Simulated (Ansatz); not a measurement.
# AgF (model cell, started as zinc blende): from the cell to its phonons, part 2 of 2

How does AgF (model cell, started as zinc blende) vibrate, and is this structure a minimum?

Ansatz 0.2.0; DFT PBEsol, scalar-relativistic, plane waves, PAW.

So far. Step 3 (Tight relaxation): The forces vanish by symmetry and the pressure is -0.008 GPa, within the tolerances set. The cell now holds 18.84 Å³/atom. Step 4 (Linear response at the zone centre): Before it was imposed, the acoustic sum rule was missed by 2.8e-5 eV/Å². Small misses are needed for a sound result but don't prove that mesh and cutoff are converged. The lowest optical mode is real, 142 cm⁻¹. The relaxed cell has a = 5.322 Å (conventional setting).

The structure was built from a prototype and need not be the compound's stable phase.

### 5. Phonons on a q mesh

Stability and thermal properties need the whole zone. Linear response on a 4×4×4 q mesh gives force constants as far as a supercell of that size would.

Input file input.yaml:

```yaml
crystal:
  lattice:
    - [0.0, 2.66091203, 2.66091203]
    - [2.66091203, 0.0, 2.66091203]
    - [2.66091203, 2.66091203, 0.0]
  atoms:
    - { symbol: Ag, position: [0.0, 0.0, 0.0] }
    - { symbol: F, position: [0.25, 0.25, 0.25] }
kpoints:
  mp_grid: { grid: [12, 12, 12] }
hamiltonian:
  xc: pbesol
scf:
  occupations: { method: methfessel_paxton, width: 0.15 }
output:
  eigenvalues: true
phonons:
  method: dfpt
  qmesh: [4, 4, 4]
  temperatures: { t_max: 1000, t_step: 50 }
  qpath:
    path:
      - [[0.0, 0.0, 0.0], [-0.5, -0.5, 0.0], [-0.375, -0.375, 0.25]]
      - [[-0.375, 0.0, 0.375], [0.0, 0.0, 0.0], [0.0, 0.0, 0.5], [-0.5, -0.25, 0.25], [-0.5, -0.5, 0.0]]
    npoints: 10
```

Command:

```console
$ ansatz run input.yaml --threads 4 --pin off --max-ram 7168MiB --backend cpu --events-out ev --progress --plain --runs-dir out
```

Numbers of over 12 decimals in the logs are rounded to 6 here.

Log:

```text
Warning: phonons: the dynamical matrix that this run interpolates holds no multipole term above the dipole-dipole one, and a site of this crystal is no centre of inversion, so its interpolated transverse optical and acoustic branches and sound speeds can stay off near Gamma, and the density of states and the thermodynamics with them. What a run solves at a wave vector of phonons.qpoints, Gamma apart, where the deck admits one, is free of this, and under fd what a larger phonons.supercell samples
[...]
Crystal: 2 atoms, lattice volume = 37.681 Å³
Basis set: ecut = 420 eV, 725 PW (Γ), exchange–correlation on 54×54×54 points (8 copies of the dense FFT grid, shifted against one another)
Bands: 17, of which v1, the nominal top of the filled ones, is band 13 counted from 1 (12 counted from 0)
Symmetry: 24 space group operations
k-points: 72 of 1728 (time reversal used)
[...]
SCF iter   1: F=—  HF=-8321.337735 eV  |F-HF|=—  |Δ(HF+E_count)|=         —  Δρ=1.30e-2  dr2=4.47e-2  ethr=1.77e-3  ⟨swp⟩=4.9  Hψ=5141  notcnv=0
[...]
SCF iter   8: F=-8321.327210 eV  HF=-8321.327210 eV  |F-HF|=0.00e0  |Δ(HF+E_count)|=  1.31e-10  S|Δr|=    0.00e0  Δρ=4.18e-8  dr2=6.43e-13  ethr=1.00e-12  ⟨swp⟩=5.1  Hψ=4952  notcnv=0
SCF 1 converged in 8 iterations: F = -8321.327210 eV  dr2 = 6.43e-13
[...]
SCF iter   1: F=—  HF=-8321.327218 eV  |F-HF|=—  |Δ(HF+E_count)|=         —  Δρ=3.57e-7  dr2=4.70e-11  ethr=1.61e-8  ⟨swp⟩=3.3  Hψ=8605  notcnv=0
eigensolver tolerance schedule: the retry pair's looser diagonalisation over-reported the residual by 88826.51 of it (diagonalisation noise at 0.85 of the residual, at the tolerance the schedule requests for it); recorded, not acted on — ethr = c·dr2/N_el stays at c = 1.0e-1
[...]
SCF iter   2: F=—  HF=-8321.327210 eV  |F-HF|=—  |Δ(HF+E_count)|=   8.15e-6  S|Δr|=    0.00e0  Δρ=6.34e-7  dr2=1.29e-10  ethr=1.00e-12  ⟨swp⟩=3.2  Hψ=2715  notcnv=0
[...]
SCF iter   4: F=-8321.327210 eV  HF=-8321.327210 eV  |F-HF|=1.82e-12  |Δ(HF+E_count)|=    0.00e0  S|Δr|=    0.00e0  Δρ=7.94e-8  dr2=2.26e-12  ethr=1.00e-12  ⟨swp⟩=3.0  Hψ=3004  notcnv=0
SCF 2 converged in 4 iterations: F = -8321.327210 eV  dr2 = 2.26e-12
k-points: 280 of 1728 (irreducible under 4 space group operations, time reversal used)
[...]
SCF iter   5: F=-8321.328658 eV  HF=-8321.328658 eV  |F-HF|=1.82e-12  |Δ(HF+E_count)|=   1.46e-9  Δρ=6.97e-7  dr2=5.42e-11  ethr=1.00e-12  ⟨swp⟩=4.0  Hψ=18746  notcnv=0
WARN: a fill by count may have filled part of one level: at k-index 0 the highest filled band, 5.987773 eV, and the lowest empty band, 5.987773 eV, stand 7.105e-15 eV apart, within the solve's uncertainty, 1.000e-5 eV. If they are one level, whatever splits it, however little, can move the result. A smearing (`scf.occupations.method` with a `width`) well over the split that the run's distortions make, where the deck  [...]
SCF 3 converged in 5 iterations: F = -8321.328658 eV  dr2 = 5.42e-11
NSCF: frozen V_eff on 280 k-points
[...]
phonons: the run's symmetry doesn't show that the Born effective charges vanish, and it interpolates frequencies without the dipole-dipole term. In a polar insulator or semiconductor they then lack LO-TO splitting, and the branches near Gamma, sound speeds, density of states, thermodynamics and thermal conductivity can be off. Where the input admits it, phonons.dielectric: true or phonons.non_analytic_term supplies t [...]
[...]
DFPT response loops at q = (0, 0, 0) (fractional): preconditioner auto → none (partly filled bands, converged f_vac=0.225); β = 0.50; Broyden in place of MSR1
[...]
SCF converged after 8 iterations
[...]
Free energy (F): -8321.327210 eV
[...]
Internal energy: -8321.331079 eV  (E = F + TS)
E sigma→0 (E₀):  -8321.328177 eV
Entropy (-TS):   0.003869 eV (1.935 meV/atom)
Fermi energy:    6.023504 eV
[...]
--- Band table (eV; the first three rows and the last of 72) ---
  k-point 0: bands = [... 9 lower, 4.5823, 5.8763, 5.9882, 5.9882, 5.9882, 18.9969, 18.9969, 18.9969]
  k-point 1: bands = [... 9 lower, 4.5764, 5.7789, 5.9746, 5.9746, 6.2006, 18.2359, 19.0020, 19.0020]
  k-point 2: bands = [... 9 lower, 4.5674, 5.5597, 5.9311, 5.9311, 6.7424, 16.7246, 18.9925, 18.9925]
  k-point 71: bands = [... 9 lower, 4.5566, 4.8091, 4.8842, 5.5312, 12.5313, 12.8400, 14.8104, 14.9660]
--- Phonons (Γ-DFPT): 2 representative perturbations + reference (Σ response iterations 7) ---
  ASR residual: 2.534e-5 → 0.000e0 eV/Å²; symmetrization residual: 3.179e-6 eV/Å²
  ASR residual per site (eV/Å²): 2.53e-5 1.08e-6
  Γ frequencies (cm⁻¹): 0.00 0.00 0.00 142.50 142.50 142.50
--- Phonons (arbitrary-q DFPT): 8 irreducible q on the 4×4×4 mesh ---
  q = [0.0000, 0.0000, 0.0000] (star 1, of the zone-centre solve; hermiticity 5.27e-6, symmetrization 7.59e-12): -0.00 0.00 0.00 142.50 142.50 142.50
  q = [0.0000, 0.0000, 0.2500] (star 8, 2 solved perturbations on 936 of 1728 k-point pairs; hermiticity 3.46e-6, symmetrization 3.34e-12): -25.05 -25.05 62.26 178.45 178.45 247.08
[...]
q = [0.0000, 0.2500, 0.2500] (star 6, 4 solved perturbations in 1608 linear systems a pass and spin channel, the states on 510 of 1728 k-point pairs; hermiticity 3.60e-6, symmetrization 1.52e-12): -35.03 -35.03 76.29 204.90 204.90 250.42
[...]
sum rule: each row above includes the acoustic sum rule's correction from the zone centre's row sums; it moved no ω² by more than (0.25 cm⁻¹)²
  mesh force constants: q→R imaginary residual 2.52e-18; ASR residual 2.534e-5 → 0.000e0 eV/Å²; symmetrization residual 1.332e-15 eV/Å²
  interpolated dispersion: 62 rows × 6 modes
  density of states and harmonic sums: on the 20×20×20 q-mesh, interpolated from the force constants of a 4×4×4 supercell (no non-analytic term)
  largest difference from the sums on the solved wave vectors: F 4.91e-3 eV, S 6.24e-6 and C_V 1.34e-6 eV/K
  zero-point energy: 0.049280 eV/cell   skipped modes (ω ≤ 0): 513, of them read as no rigid motion or as one in doubt: 510 (2.000e0 modes/cell left out, lowest -53.94 cm⁻¹)   left out of the sums: 3.33e-1 of the cell's modes: C_V's classical limit lies that fraction below 3 k_B per atom; for a crystal, a wire or a layer, F and S can be off by more, and a phonons.interpolated_qmesh denser along its periods is the remedy for the sampling
```

Elapsed: 4.2 min, on 4 threads of Arm Neoverse V2, shared host; peak memory 2.3 GiB; 16 min of CPU time.

This step gave:

```
sum-rule residual before enforcement                    : 2.53e-5 eV/Å²
lowest frequency on the path                            : -53.94 cm⁻¹
highest frequency on the path or at a solved wavevector : 287.1 cm⁻¹
lowest mode on the q mesh (acoustic modes at Γ apart)   : -53.94 cm⁻¹
```

Frequencies (cm⁻¹) solved at each irreducible wavevector; negative means imaginary. Frequencies by wavevector, by row:

```tsv
q in reciprocal lattice units	star	mode 1	mode 2	mode 3	mode 4	mode 5	mode 6
0 0 0	1	0	0	0	142.5	142.5	142.5
0 0 0.25	8	-25.1	-25.1	62.3	178.4	178.4	247.1
0 0 -0.5	4	-30.3	-30.3	85.1	204.5	204.5	287.1
0 0.25 0.25	6	-35	-35	76.3	204.9	204.9	250.4
0 0.25 -0.5	24	-44.2	-36.5	100.7	222	230.9	285
0 0.25 -0.25	12	-43.2	-29.3	92.6	202.2	227.3	279
0 -0.5 -0.5	3	-40.2	-40.2	104.6	236.6	236.6	285.5
0.25 -0.5 -0.25	6	-53.9	-32.9	110	237.4	239	285.6
```

Interpolated from a 4×4×4 q mesh. Phonon branches along the path, in cm⁻¹:

```tsv
point	branch 1	branch 2	branch 3	branch 4	branch 5	branch 6
Γ	0	0	0	142	142	142
halfway	-35	-35	76	205	205	250
X	-40	-40	105	237	237	286
halfway	-43	-40	106	234	239	286
U	-50	-38	107	228	242	287
jump to K	-50	-38	107	228	242	287
halfway	-30	-25	74	185	208	260
Γ	0	0	0	142	142	142
halfway	-25	-25	62	178	178	247
L	-30	-30	85	204	204	287
halfway	-49	-33	101	218	230	286
W	-54	-33	110	237	239	286
halfway	-47	-37	107	236	238	286
X	-40	-40	105	237	237	286
```

The phonon branches as a text plot (rows in cm⁻¹):

```
    280 |        ***************              *******************
    266 |       *               *            *
    252 |      *                            *
    237 |         *************  *                     **********
    223 |    ** **       ***   *           *        *****
    209 |      *            *** * **            ******
    195 |   ***                * *        *   **
    181 |   *                   * ***       **
    166 |  *                     ****    ***
    152 | **                        **  **
    138 |*                           ****
    124 |
    109 |           ********                           **********
     95 |        ***        ***                    ****
     81 |      **              **             *****
     67 |    **                             **
     53 |   *                    *         *
     38 |  *                      **      *
     24 | *                         *    *
     10 |                            *  *
     -4 |*                           ****
    -18 | **                    ******   ****
    -33 |   ********    **********           ******************
    -47 |           ***********                     *************
         Γ           X  U|K            Γ         L        W     X
```

Tetrahedra on a 20×20×20 mesh, mean over bins of 5 cm-1. Interpolated from a 4×4×4 q mesh. The phonon density of states by wavenumber; read off at these points:

```tsv
wavenumber (cm⁻¹)	phonon density of states (1/cm⁻¹/cell)
-52	0.0337
-42	0.0379
-32	0.135
-28	0.0555
-18	0.00378
-8	2.3e-4
8	8.0e-5
18	3.2e-4
28	7.4e-4
42	0.00168
52	0.00266
62	0.00422
78	0.00925
88	0.0204
98	0.0284
102	0.0384
112	8.0e-5
122	0
138	0
148	0.00114
158	0.00283
172	0.00604
182	0.00928
192	0.0145
208	0.0343
218	0.0385
228	0.0449
238	0.0514
242	0.0135
252	0.00386
262	0.00612
278	0.0188
288	0.0774
```

The partial phonon density of states has structure finer than the step of the table below, so its rows give means over 20 cm⁻¹, whole bins alone (the curve runs from -63.9 to 306 cm⁻¹). Peaks (cm⁻¹: height): Ag -33.7: 0.104, 103.4: 0.0391; F -33.7: 0.0139, 233.5: 0.0455, 284.7: 0.0780.

Phonopy on the run's constants, 19x19x19 mesh, Gaussian sigma 2.6 cm-1. Interpolated from a 4×4×4 q mesh. Partial phonon density of states against wavenumber; means over each step; values in 1/cm⁻¹/cell:

```tsv
wavenumber (cm⁻¹)	Ag	F
-40	0.0602	0.00792
-20	0.0201	0.00297
0	1.7e-4	3.1e-5
20	4.0e-4	6.4e-5
40	0.00133	1.9e-4
60	0.00357	4.0e-4
80	0.0118	7.9e-4
100	0.0292	6.8e-4
120	0.00164	9.1e-6
140	6.1e-5	3.5e-4
160	5.0e-4	0.00292
180	0.00121	0.00751
200	0.00290	0.0202
220	0.00460	0.0354
240	0.00318	0.0267
260	4.0e-4	0.00536
280	0.00111	0.0356
```

Second derivatives of the energy by pair, one row for each kind of neighbour of each atom listed. Each entry sums the pair over the periodic images of the supercell that the q mesh stands for, and in a polar crystal it holds the long-range dipole part too. Force constants by pair, by row:

```tsv
atom	neighbour	distance (Å)	third of the trace (eV/Å²)	along the pair's line (eV/Å²)
Ag1	itself	0	2.597	–
Ag1	F	2.304	-0.4666	-2.033
Ag1	Ag	3.763	-0.0611	-0.4226
Ag1	F	4.413	-0.0082	0.1068
Ag1	Ag	5.322	-0.0248	-0.0647
Ag1	F	5.799	0.0486	0.1391
Ag1	Ag	6.518	-0.0132	-0.0516
Ag1	F	6.913	-5.00e-4	0.0132
Ag1	F	6.913	0.0043	0.0148
F2	itself	0	3.61	–
F2	Ag	2.304	-0.4666	-2.033
F2	F	3.763	-0.171	-0.5426
F2	Ag	4.413	-0.0082	0.1068
F2	F	5.322	-0.0029	-0.0332
F2	Ag	5.799	0.0486	0.1391
F2	F	6.518	-0.0101	-0.0308
F2	Ag	6.913	-5.00e-4	0.0132
F2	Ag	6.913	0.0043	0.0148
```

Symmetry leaves 8 wavevectors to solve. The lowest mode among them, the acoustic zeros apart, lies at q = (0.25, -0.5, -0.25) and is imaginary, 53.9i cm⁻¹, so the energy falls along it.

### 6. Another isotope

An isotope changes the mass and not the force constants, so no new electronic calculation is needed; the shifts show which modes move this element.

The same force constants with the mass of Ag changed from 107.868 to 108.905 u (phonopy, no LO-TO term). Both lists are sorted by frequency; levels can cross, so a row need not hold one and the same mode. Modes under 3 cm⁻¹ are left out. Isotope shifts, by row:

```tsv
q	rank	natural mass (cm⁻¹)	changed mass (cm⁻¹)
0 0 0	4	142.5	142.4
0 0 0	5	142.5	142.4
0 0 0	6	142.5	142.4
0 0 0.25	1	-25.05	-24.94
0 0 0.25	2	-25.05	-24.94
0 0 0.25	3	62.26	61.99
0 0 0.25	4	178.4	178.3
0 0 0.25	5	178.4	178.3
0 0 0.25	6	247.1	247
0 0 -0.5	1	-30.29	-30.16
0 0 -0.5	2	-30.29	-30.16
0 0 -0.5	3	85.09	84.7
0 0 -0.5	4	204.5	204.3
0 0 -0.5	5	204.5	204.3
0 0 -0.5	6	287.1	287
0 0.25 0.25	1	-35.03	-34.88
0 0.25 0.25	2	-35.03	-34.88
0 0.25 0.25	3	76.29	75.95
0 0.25 0.25	4	204.9	204.8
0 0.25 0.25	5	204.9	204.8
0 0.25 0.25	6	250.4	250.3
```

A mode of this element alone would shift by -0.48 %. The highest zone-centre frequency without the field goes from 142.5 to 142.4 cm⁻¹ (-0.1 %). The product of the frequency ratios over all optical modes at Γ is 0.998; the product rule, (m/m′)^(3k/2) (M′/M)^(3/2) with k = 1 such atoms and M the mass of the cell, gives 0.998.

### 7. What came out

* space group after relaxation (within 0.01 Å): F-43m
* volume per atom: 18.8 Å³
* electronic character: no gap on this mesh
* highest optical mode at the zone centre (no LO-TO term): 142 cm⁻¹
* lowest optical zone-centre mode: 142 cm⁻¹
* lowest mode on the q mesh (acoustic modes at Γ apart): -53.9 cm⁻¹
* highest frequency on the path or at a solved wavevector: 287 cm⁻¹
* imaginary modes on the 4×4×4 q mesh: yes

Modes are clearly imaginary (beyond 10i cm⁻¹) at 7 of the 8 irreducible wavevectors, most at q = (0.25, -0.5, -0.25) (53.9i cm⁻¹), so this structure is not a minimum of the energy. The optical modes at Γ form one degenerate level at 142 cm⁻¹. The highest mode in this list at Γ, 142.5 cm⁻¹, is mostly motion of F (85 % of the kinetic energy). With no gap, or one that is small against the smearing, the frequencies hang on the k mesh and the smearing, most of all near Kohn anomalies. A semilocal functional can close a gap that the real compound would have, so the metallic treatment may be an artefact of the level. The starting cell was built on a prototype and not taken from a measurement, so the phase need not exist. These are harmonic frequencies at zero temperature: anharmonic shifts, linewidths and thermal expansion are left out.

[Logs are printed without paths, hosts, clocks, repeated set-up lines and the standing remarks that a program may print on its own settings, such as how far it seeks lower states.]

[Hosts, paths, dates, database ids (printed as entryN), source tags and the programs' standing remarks are cut or masked in the printed files.]
